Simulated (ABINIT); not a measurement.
Records of electronic-structure calculations.

### AlN (F-43m): a self-consistent loop beyond G0W0, cycle by cycle

Symmetry: F-43m, No. 216, cubic system. The conventional cell has a = 4.368 Å, b = 4.368 Å, c = 4.368 Å, α = 90.00°, β = 90.00°, γ = 90.00°. Nearest to Al lie 4 N at 1.89 Å. Nearest to N lie 4 Al at 1.89 Å. Farther neighbours, and contacts between anions beyond the nearest, are not listed.

```xyz
2
Lattice="0.0000 2.1840 2.1840 2.1840 0.0000 2.1840 2.1840 2.1840 0.0000" Properties=species:S:1:pos:R:3 pbc="T T T"
Al    0.0000    0.0000    0.0000
N     3.2760    3.2760    3.2760
```

| Quantity | Value |
| --- | --- |
| method | RPA screening on PBE from quasiparticle energies and orbitals, plane waves, norm-conserving pseudopotentials (and 4 further levels or steps) |
| program | ABINIT 10.8.3 |
| settings | cutoff 36 Ha, PseudoDojo scalar-relativistic 0.4.1 standard, norm-conserving, ngkpt (6, 6, 6), nband 99, ecuteps 8 Ha, gwcalctyp 27, nfreqre 1, inclvkb 2, shiftk (0, 0, 0), symchi 1, awtr 1, frequency static, cycle 7, q points all but q = 0, 6×6×6 k-mesh |
| cost | 22 runs, 6.2 min in all on 8 MPI ranks of Intel Xeon 6975P-C (Granite Rapids), shared host |
| notes | The cell and positions are those that the Materials Project relaxed with its own functionals (PBE, PBE+U or r2SCAN), kept fixed. This is not the form that AlN usually takes at ambient conditions. |
| G0W0 | 4.518 eV |
| self-consistent COHSEX, cycle 1 | 6.563 eV |
| self-consistent COHSEX, cycle 2 | 7.399 eV |
| self-consistent COHSEX, cycle 3 | 7.414 eV |
| self-consistent COHSEX, cycle 4 | 7.241 eV |
| self-consistent COHSEX, cycle 5 | 7.105 eV |
| self-consistent COHSEX, cycle 6 | 7.053 eV |
| self-consistent COHSEX, cycle 7 | 7.056 eV |
| known limits | short of the basis limit |

Only the bands that the input lists are updated; the higher empty ones keep the functional's energies. Self-consistent COHSEX ends at 7.06 eV, +2.54 eV from G0W0, after 7 cycles that took 5.7 min beside the first screening; the last moved the gap by 0.003 eV.

[Long decimals in the printed logs are rounded to 6 places.]

[Logs are printed without paths, hosts, clocks, repeated set-up lines and the standing remarks that a program may print on its own settings, such as how far it seeks lower states.]

[Paths, hosts, dates, memory and timing lines, banners, echoed tables and standing remarks are left out of the program output; an Ansatz launch command may be rebuilt from the run's recorded settings. Measured values are a selection of at most five: reports struck by readers or far from the other reports are left out. None is set beside runs whose start may be inverted or whose files or cutoffs have a known fault.]

[Runs of the session that timed out or met a known fault of the program may be left out.]

[Hosts, paths, dates, database ids (printed as entryN), source tags and the programs' standing remarks are cut or masked in the printed files.]

[G0W0 gaps are taken among the corrected bands and points alone; a level outside them can change the order at an edge.]

[Where Ansatz stands beside ABINIT at settings called matched, ABINIT's density can come from a denser mesh and the files from another edition; pairs whose starting gaps differed by over 0.03 eV were left out, so agreement reads better than it is.]
